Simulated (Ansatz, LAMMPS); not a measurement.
**Relaxing (Rb,Cs)F, from a frame at 840 K with crystalline order left by the classical run (72 atoms)**

How does (Rb,Cs)F, from a frame at 840 K with crystalline order left by the classical run (72 atoms) relax, and what do bonds, charges and levels look like afterwards?

Method: Kohn-Sham DFT, RPBE, PAW (set soft_2), plane waves, in Ansatz 0.2.0.

## (1) Starting point

The cell holds 72 atoms: 18 Rb, 18 Cs and 36 F. Its edges and angles: a = 13.295 Å, b = 13.295 Å, c = 13.295 Å, α = 90.0°, β = 90.0°, γ = 90.0°. 72 atoms (18 Rb, 18 Cs, 36 F) placed at random at 3.26 g/cm³, melted at 1800 K for 10 ps at fixed volume with the Lennard-Jones and Coulomb ion parameters for SPC/E (Joung and Cheatham, J. Phys. Chem. B 112, 9020 (2008)), full charges. Snapshot at the end of a hold of 20 ps at 840 K and fixed volume.

What the set-up can't give: The starting topology of bonds comes from the classical model. The ion parameters were fitted for water, not for melts, so the starting structure of this cell may lie well off the real melt's. The Brillouin zone is sampled at Γ only, in a cell whose shortest periodic width is 13 Å. The levels lack spin–orbit coupling, which is large for the heavy elements here.

## (2) Making the structure

A classical potential supplies the starting structure, since it reaches far longer times than DFT.

This step: classical MD, Lennard-Jones and Coulomb ion parameters for SPC/E (Joung and Cheatham, J. Phys. Chem. B 112, 9020 (2008)), full charges (LAMMPS 22 Jul 2025 - Update 4).

Contents of in.lmp:

```
# melt-quench of Rb18Cs18F36
units metal
atom_style charge
boundary p p p
region box block 0 13.2947 0 13.2947 0 13.2947
create_box 3 box
mass 1 85.4678   # Rb
mass 2 132.9055   # Cs
mass 3 18.9984   # F
create_atoms 1 random 18 825470 NULL overlap 2.2 maxtry 2000
create_atoms 2 random 18 825477 NULL overlap 2.2 maxtry 2000
create_atoms 3 random 36 825484 NULL overlap 2.2 maxtry 2000
pair_style lj/cut/coul/long 9.0
pair_modify mix arithmetic tail yes
pair_coeff 1 1 0.019302 3.0950   # Rb
pair_coeff 2 2 0.003897 3.6010   # Cs
pair_coeff 3 3 0.000321 4.0215   # F
set type 1 charge 1
set type 2 charge 1
set type 3 charge -1
kspace_style pppm 1.0e-4
neigh_modify delay 0 every 1 check yes
thermo_style custom step time temp pe press density
thermo_modify norm yes
timestep 0.002
thermo 100
min_style cg
minimize 1e-4 1e-4 200 2000
reset_timestep 0
velocity all create 1800 825471 mom yes dist gaussian
fix lim all nve/limit 0.05
fix lan all langevin 1800 1800 0.2 825472 zero yes
thermo 500
run 1000 post no
# [... 10 lines left out ...]
compute msd all msd com yes
thermo 2500
fix md all nvt temp 840 840 0.2
run 10000 post no
print "== T840: mean square displacement over the hold $(c_msd[4]:%.2f) A^2"
unfix md
uncompute msd
write_dump all custom T840.dump id type xs ys zs modify sort id
```

On the command line:

```bash
> lmp -in in.lmp -log none -nocite
```

Numbers of over 12 decimals in the logs are rounded to 6 here.

Log:

```text
LAMMPS (22 Jul 2025 - Update 4)
Created orthogonal box = (0 0 0) to (13.2947 13.2947 13.2947)
Created 18 atoms
Created 18 atoms
Created 36 atoms
PPPM initialization ...
  G vector (1/distance) = 0.30822964
  grid = 9 9 9
  estimated relative force accuracy = 7.4876879e-05
   Step          Time           Temp          PotEng         Press         Density
         0   0              0             -0.69100361     148794.33      3.2610189
       100   0.2            0             -3.8993997     -9946.6409      3.2610189
       111   0.222          0             -3.9070558     -8115.0251      3.2610189
Loop time of 0.0266377 s on 1 MPI rank(s) for 111 steps with 72 atoms
Minimization stats:
  Stopping criterion = energy tolerance
  Energy initial, next-to-last, final =
    -0.691003611392199  -3.90668785877054  -3.90705584457494
  Force two-norm initial, final = 85.788201 0.40598712
  Iterations, force evaluations = 111 132
   Step          Time           Temp          PotEng         Press         Density
         0   0              1800          -3.9070558     -606.07936      3.2610189
       500   1              1692.9743     -3.6709938      9635.7253      3.2610189
      1000   2              1575.6598     -3.6868053      5711.3212      3.2610189
Loop time of 0.162559 s on 1 MPI rank(s) for 1000 steps with 72 atoms
   Step          Time           Temp          PotEng         Press         Density
      1000   2              1575.6598     -3.6868053      5711.3212      3.2610189
      1666   3.332          1553.6456     -3.6786794      5157.7668      3.2610189
      2499   4.998          2180.1886     -3.6663482      8323.7649      3.2610189
      3332   6.664          1672.2        -3.6282292      11236.455      3.2610189
      4165   8.33           1881.1909     -3.654359       7223.5481      3.2610189
      4998   9.996          1779.0719     -3.6728227      4173.6988      3.2610189
[... 2 lines left out ...]
Loop time of 0.815324 s on 1 MPI rank(s) for 5000 steps with 72 atoms
   Step          Time           Temp          PotEng         Press         Density
[... 5 lines left out ...]
Loop time of 0.400132 s on 1 MPI rank(s) for 2500 steps with 72 atoms
   Step          Time           Temp          PotEng         Press         Density
[... 2 lines left out ...]
     12500   25             858.98402     -3.8061813     -3037.8772      3.2610189
     15000   30             838.43651     -3.8105226     -13209.579      3.2610189
     17500   35             805.54415     -3.8260114     -14908.774      3.2610189
     18500   37             782.69233     -3.8254028     -19706.08       3.2610189
Loop time of 1.5636 s on 1 MPI rank(s) for 10000 steps with 72 atoms
== T840: mean square displacement over the hold 10.64 A^2
```

Run time: 3.1 s. Hardware: 1 thread of Arm Neoverse V2, shared host; peak memory 0.07 GiB.

## (3) Single point at the start

The forces at the start show how far the geometry lies from a minimum of this functional.

Contents of input.yaml:

```yaml
crystal:
  lattice:
    - [13.2947, 0.0, 0.0]
    - [0.0, 13.2947, 0.0]
    - [0.0, 0.0, 13.2947]
  atoms:
    - { symbol: Rb, position: [0.39021, 0.99341, 0.42465] }
    - { symbol: Rb, position: [0.06682, 0.08144, 0.4497] }
    - { symbol: Rb, position: [0.07449, 0.00784, 0.78898] }
    - { symbol: Rb, position: [0.38697, 0.54272, 0.85502] }
    - { symbol: Rb, position: [0.71773, 0.53037, 0.50618] }
    - { symbol: Rb, position: [0.26697, 0.72053, 0.99082] }
    - { symbol: Rb, position: [0.04564, 0.50488, 0.49176] }
    - { symbol: Rb, position: [0.1986, 0.27224, 0.28424] }
    - { symbol: Rb, position: [0.87811, 0.29446, 0.28732] }
    - { symbol: Rb, position: [0.58163, 0.34336, 0.97101] }
    - { symbol: Rb, position: [0.55093, 0.79342, 0.01772] }
    - { symbol: Rb, position: [0.41741, 0.51823, 0.20707] }
    - { symbol: Rb, position: [0.8664, 0.29268, 0.99745] }
    - { symbol: Rb, position: [0.08569, 0.52826, 0.18377] }
    - { symbol: Rb, position: [0.24351, 0.31768, 0.00184] }
    - { symbol: Rb, position: [0.73425, 0.52989, 0.81106] }
    - { symbol: Rb, position: [0.57472, 0.76582, 0.34757] }
    - { symbol: Rb, position: [0.89117, 0.31758, 0.66248] }
    - { symbol: Cs, position: [0.90854, 0.74237, 0.35624] }
    - { symbol: Cs, position: [0.91196, 0.73667, 0.00464] }
    - { symbol: Cs, position: [0.69098, 0.02552, 0.15453] }
    - { symbol: Cs, position: [0.40443, 0.08471, 0.13174] }
    - { symbol: Cs, position: [0.07353, 0.0291, 0.1313] }
    - { symbol: Cs, position: [0.05887, 0.51143, 0.83803] }
    - { symbol: Cs, position: [0.73587, 0.56782, 0.15459] }
    - { symbol: Cs, position: [0.73849, 0.988, 0.84632] }
    - { symbol: Cs, position: [0.78547, 0.02412, 0.48292] }
    - { symbol: Cs, position: [0.3847, 0.01752, 0.81806] }
    - { symbol: Cs, position: [0.29952, 0.32378, 0.67735] }
    - { symbol: Cs, position: [0.5782, 0.2943, 0.66216] }
    - { symbol: Cs, position: [0.58341, 0.77803, 0.68154] }
    - { symbol: Cs, position: [0.5566, 0.26879, 0.35562] }
    - { symbol: Cs, position: [0.24281, 0.76069, 0.66933] }
    - { symbol: Cs, position: [0.23369, 0.74709, 0.31935] }
    - { symbol: Cs, position: [0.92833, 0.76992, 0.68336] }
    - { symbol: Cs, position: [0.42047, 0.55989, 0.47984] }
    - { symbol: F, position: [0.10797, 0.75559, 0.83348] }
    - { symbol: F, position: [0.23336, 0.00659, 0.67196] }
    - { symbol: F, position: [0.73443, 0.26541, 0.53708] }
    - { symbol: F, position: [0.25278, 0.53808, 0.67264] }
    - { symbol: F, position: [0.38995, 0.79207, 0.82704] }
    - { symbol: F, position: [0.56017, 0.98556, 0.96965] }
    - { symbol: F, position: [0.57071, 0.01369, 0.68827] }
    - { symbol: F, position: [0.07629, 0.31136, 0.1189] }
    - { symbol: F, position: [0.88475, 0.52311, 0.66188] }
    - { symbol: F, position: [0.54799, 0.56076, 0.03907] }
    - { symbol: F, position: [0.08483, 0.78242, 0.15612] }
    - { symbol: F, position: [0.90957, 0.98275, 0.63376] }
    - { symbol: F, position: [0.88983, 0.54531, 0.97234] }
    - { symbol: F, position: [0.22645, 0.10097, 0.96993] }
    - { symbol: F, position: [0.43684, 0.35391, 0.52859] }
    - { symbol: F, position: [0.59354, 0.55424, 0.6699] }
    - { symbol: F, position: [0.87857, 0.53634, 0.33092] }
    - { symbol: F, position: [0.71726, 0.77735, 0.14986] }
    - { symbol: F, position: [0.38913, 0.33341, 0.85666] }
    - { symbol: F, position: [0.07162, 0.31521, 0.77643] }
    - { symbol: F, position: [0.71028, 0.76784, 0.88439] }
    - { symbol: F, position: [0.7478, 0.76533, 0.49375] }
    - { symbol: F, position: [0.91666, 0.03683, 0.98818] }
    - { symbol: F, position: [0.06817, 0.30002, 0.45806] }
    - { symbol: F, position: [0.59824, 0.56834, 0.3373] }
    - { symbol: F, position: [0.52974, 0.09038, 0.28299] }
    - { symbol: F, position: [0.09543, 0.77026, 0.51179] }
    - { symbol: F, position: [0.23474, 0.53487, 0.3126] }
    - { symbol: F, position: [0.2113, 0.06726, 0.29835] }
    - { symbol: F, position: [0.72664, 0.33687, 0.14208] }
    - { symbol: F, position: [0.72369, 0.30806, 0.82816] }
    - { symbol: F, position: [0.39095, 0.28739, 0.19221] }
    - { symbol: F, position: [0.85589, 0.0997, 0.31403] }
    - { symbol: F, position: [0.26746, 0.52606, 0.03734] }
    - { symbol: F, position: [0.40098, 0.79961, 0.50233] }
    - { symbol: F, position: [0.3936, 0.81257, 0.19555] }
kpoints:
  mp_grid: { grid: [1, 1, 1] }
hamiltonian:
  xc: rpbe
scf:
  occupations: { method: fermi_dirac, width: 0.025 }
output:
  forces: true
  stress: true
  populations: true
  dos:
    method: { smearing: { sigma: 0.15 } }
    de: 0.1
    projected: { site_lists: { Cs: [Cs], F: [F], Rb: [Rb] } }
  eigenvalues: true
```

On the command line:

```bash
> ansatz run input.yaml --threads 4 --pin off --max-ram 8192MiB --backend cpu --events-out ev --progress --plain --runs-dir out
```

Log:

```text
Engine: ansatz 0.2.0, aarch64-unknown-linux-gnu
Pseudopotentials: kind: paw
Pseudopotential: Rb, paw, valence charge 9, recommended cutoff 420 eV (normal), Rb.paw.azcp
Pseudopotential: Cs, paw, valence charge 9, recommended cutoff 420 eV (normal), Cs.paw.azcp
Pseudopotential: F, paw, valence charge 7, recommended cutoff 420 eV (normal), F.paw.azcp
[... 5 lines on functional and potentials left out ...]
Crystal: 72 atoms, lattice volume = 2349.826 Å³
Basis set: ecut = 420 eV, 45961 PW (Γ), exchange–correlation on 180×180×180 points (8 copies of the dense FFT grid, shifted against one another)
Bands: 360, of which v1, the nominal top of the filled ones, is band 288 counted from 1 (287 counted from 0)
Symmetry: 1 space group operations
Space group: P1 (ITA 1), of the structure as read, at distance tolerance 1.3e-4 Å
k-points: 1
[... 10 lines on functional and potentials left out ...]
Initial density: superposition of atomic densities (neutral atoms: chi_scale 0, normalization atom), corrected by the library's trained network
Initial wavefunctions: pseudopotential atomic-orbital guess
Functional: x = rpbe, c = pbe(β = 0.066725)
SCF iter   1: F=—  HF=-190438.641539 eV  |F-HF|=—  |Δ(HF+E_count)|=         —  Δρ=3.26e-3  dr2=2.87e-1  ethr=1.77e-3  ⟨swp⟩=8.0  Hψ=1774  notcnv=0  defer=25
preconditioner: auto → Resta (q_TF=auto, 2.158 Å⁻¹)  ε∞=3.1  [insulator: Δε(μ)=3.449 eV  Ē_g=10.866 eV  σ=0.025 eV  W_gap=1.00  n_scr=388 (ndim 8)  ℏωp=15.9 eV  f_vac=0.214  D(μ)=0.00/eV (n_scr^D=0)  ε∞_Penn≈3.1]
SCF iter   2: F=—  HF=-190438.593547 eV  |F-HF|=—  |Δ(HF+E_count)|=   4.80e-2  Δρ=1.86e-3  dr2=4.90e-2  ethr=4.98e-5  ⟨swp⟩=3.0  Hψ=687  notcnv=0  defer=65
SCF iter   3: F=—  HF=-190438.587182 eV  |F-HF|=—  |Δ(HF+E_count)|=   6.36e-3  Δρ=7.01e-4  dr2=1.89e-2  ethr=8.50e-6  ⟨swp⟩=2.0  Hψ=556  notcnv=0  defer=65
SCF iter   4: F=—  HF=-190438.583118 eV  |F-HF|=—  |Δ(HF+E_count)|=   4.06e-3  Δρ=1.62e-4  dr2=8.95e-4  ethr=3.28e-6  ⟨swp⟩=3.0  Hψ=519  notcnv=0  defer=65
SCF iter   5: F=—  HF=-190438.583073 eV  |F-HF|=—  |Δ(HF+E_count)|=   4.46e-5  Δρ=1.86e-4  dr2=5.58e-4  ethr=1.55e-7  ⟨swp⟩=2.0  Hψ=567  notcnv=0  defer=65
SCF iter   6: F=—  HF=-190438.582961 eV  |F-HF|=—  |Δ(HF+E_count)|=   1.13e-4  Δρ=3.21e-5  dr2=2.66e-5  ethr=9.69e-8  ⟨swp⟩=2.0  Hψ=560  notcnv=0  defer=65
SCF iter   7: F=—  HF=-190438.583618 eV  |F-HF|=—  |Δ(HF+E_count)|=   6.57e-4  Δρ=1.11e-5  dr2=2.74e-6  ethr=4.63e-9  ⟨swp⟩=2.0  Hψ=648  notcnv=0  defer=65
SCF iter   8: F=—  HF=-190438.583620 eV  |F-HF|=—  |Δ(HF+E_count)|=   2.08e-6  Δρ=1.20e-5  dr2=2.19e-6  ethr=4.76e-10  ⟨swp⟩=2.0  Hψ=565  notcnv=0  defer=65
SCF iter   9: F=-190438.583619 eV  HF=-190438.583619 eV  |F-HF|=4.80e-8  |Δ(HF+E_count)|=   5.11e-7  Δρ=1.64e-6  dr2=6.53e-8  ethr=1.74e-11  ⟨swp⟩=13.0  Hψ=2415  notcnv=0
SCF 1 converged in 9 iterations: F = -190438.583619 eV  dr2 = 6.53e-8
  greatest PAW one-centre occupation: 0.973 electrons in one spin orbital (limit 2), on the Rb atom at site 10 (counted from 0), in its partial waves of l = 0
SCF converged after 9 iterations
Free energy (F): -190438.583619 eV
Harris-Foulkes:  -190438.583619 eV  (|F-HF|=4.80e-8)
Internal energy: -190438.583619 eV  (E = F + TS)
E sigma→0 (E₀):  -190438.583619 eV
Fermi energy:    3.621670 eV
--- Per-component energies (eV) ---
  E_band       = -3951.179515
  E_kinetic    = 13505.785968
  E_local      = -43487.738164  (includes V_loc(G=0)·N_el)
  E_nonlocal   = 6226.327239
  E_hartree    = 15828.763803
  E_xc         = -8458.334718
  E_vxc        = -8502.725769  (∫ρ·V_xc dr)
  E_paw        = -145851.573557  (= ΣΔE_a)
  E_vpaw       = -3350.423145  (= ΣTr[D̂ρ^β])
  E_aug_tail   = 0.074277  (compensation charges beyond the density's cutoff)
  E_ewald      = -28198.929065
  E_core_change = -2.959402  (= ΣΔE_core)
  E_smearing   = -0.000000  (= −TS)
  E_closure    = -0.000000  (closes the sum)
  Σ components = -190438.583619   (vs F -190438.583619, Δ=0.00e0)
--- Forces (eV/Å), atoms counted from 1 ---
  atom   1  Rb    -0.19566933    -0.11479726     0.26447761
  atom   2  Rb     0.12623943    -0.05133772     0.36290902
  atom   3  Rb     0.07064071     0.29050232     0.29198297
  atom   4  Rb     0.28883589     0.00856031    -0.21740178
  atom   5  Rb     0.27931280     0.09267078    -0.14379686
  atom   6  Rb    -0.36533410     0.85703277     0.16838637
  atom   7  Rb     0.26060586    -0.03649041     0.17570158
  atom   8  Rb     0.24652299     0.23347589     0.12634054
  atom   9  Rb    -0.00801266     0.28079177     0.15083222
  atom  10  Rb    -0.31581119     0.01719190     0.36875667
  atom  11  Rb    -0.00488474    -0.40318440    -0.05215166
  atom  12  Rb     0.07041488    -0.17028252    -0.62962559
  atom  13  Rb     0.41171261    -0.12588302    -0.22249888
  atom  14  Rb    -0.08389593    -0.08075008    -0.43902298
[...]
atom  71  F      0.38125675    -0.12123181    -0.45828635
  atom  72  F      0.27873332    -0.12593807     0.01148806
  max |Σ_I F_I| component: 1.50e-4 eV/Å
--- Stress (GPa, compression-positive) ---
        0.140750       0.052832      -0.002019
        0.052832       0.280547       0.083872
       -0.002019       0.083872       0.121395
  P = ⅓ Tr σ = 0.1809 GPa (1.809 kbar)
--- Band table (eV) ---
  k-point 0: bands = ["-24.0993", "-24.0234", "-23.9631", "-23.9349", [... 344 levels ...], "8.9815", "9.0106", "9.0206", "9.0559", "9.0744", "9.0956", "9.1259", "9.1510", "9.1646", "9.1989", "9.2182", "9.2318"]
--- Löwdin populations: 72 sites ---
  site symbol       q [e]
     0     Rb      8.1199
     1     Rb      8.1192
     2     Rb      8.1268
[...]
71      F      7.7960
  spilling = 0.005959 (of n_electrons = 576.000000)
```

Run time: 32 s. Hardware: 4 threads of Arm Neoverse V2, shared host; peak memory 2.6 GiB; 2.1 min of CPU time.

Read from the output:

| Property | Result |
| --- | --- |
| free energy | -190438.5836 eV |
| free energy per atom | -2644.9803 eV/atom |
| SCF cycles | 9 |
| pressure | 0.1809 GPa |
| r.m.s. force component | 0.3194 eV/Å |
| longest force | 1.195 eV/Å |
| Fermi energy | 3.622 eV |
| gap (highest filled to lowest empty level) | 3.518 eV |
| spilling of the projection | 0.005959 |

The r.m.s. force component of 0.32 eV/Å and the pressure of 0.18 GPa set the starting point.

Length of the force by element:

```csv
element,coordination,atoms,mean length of the force (eV/Å),spread,least,most
Cs,all,18,0.606,0.309,0.202,1.20
F,all,36,0.477,0.210,0.118,1.06
Rb,all,18,0.444,0.147,0.316,0.947
```

(Part 1 of 3 ends here.)

[Logs are printed without paths, hosts, clocks, repeated set-up lines and the standing remarks that a program may print on its own settings, such as how far it seeks lower states.]

[Hosts, paths, dates, database ids (printed as entryN), source tags and the programs' standing remarks are cut or masked in the printed files.]
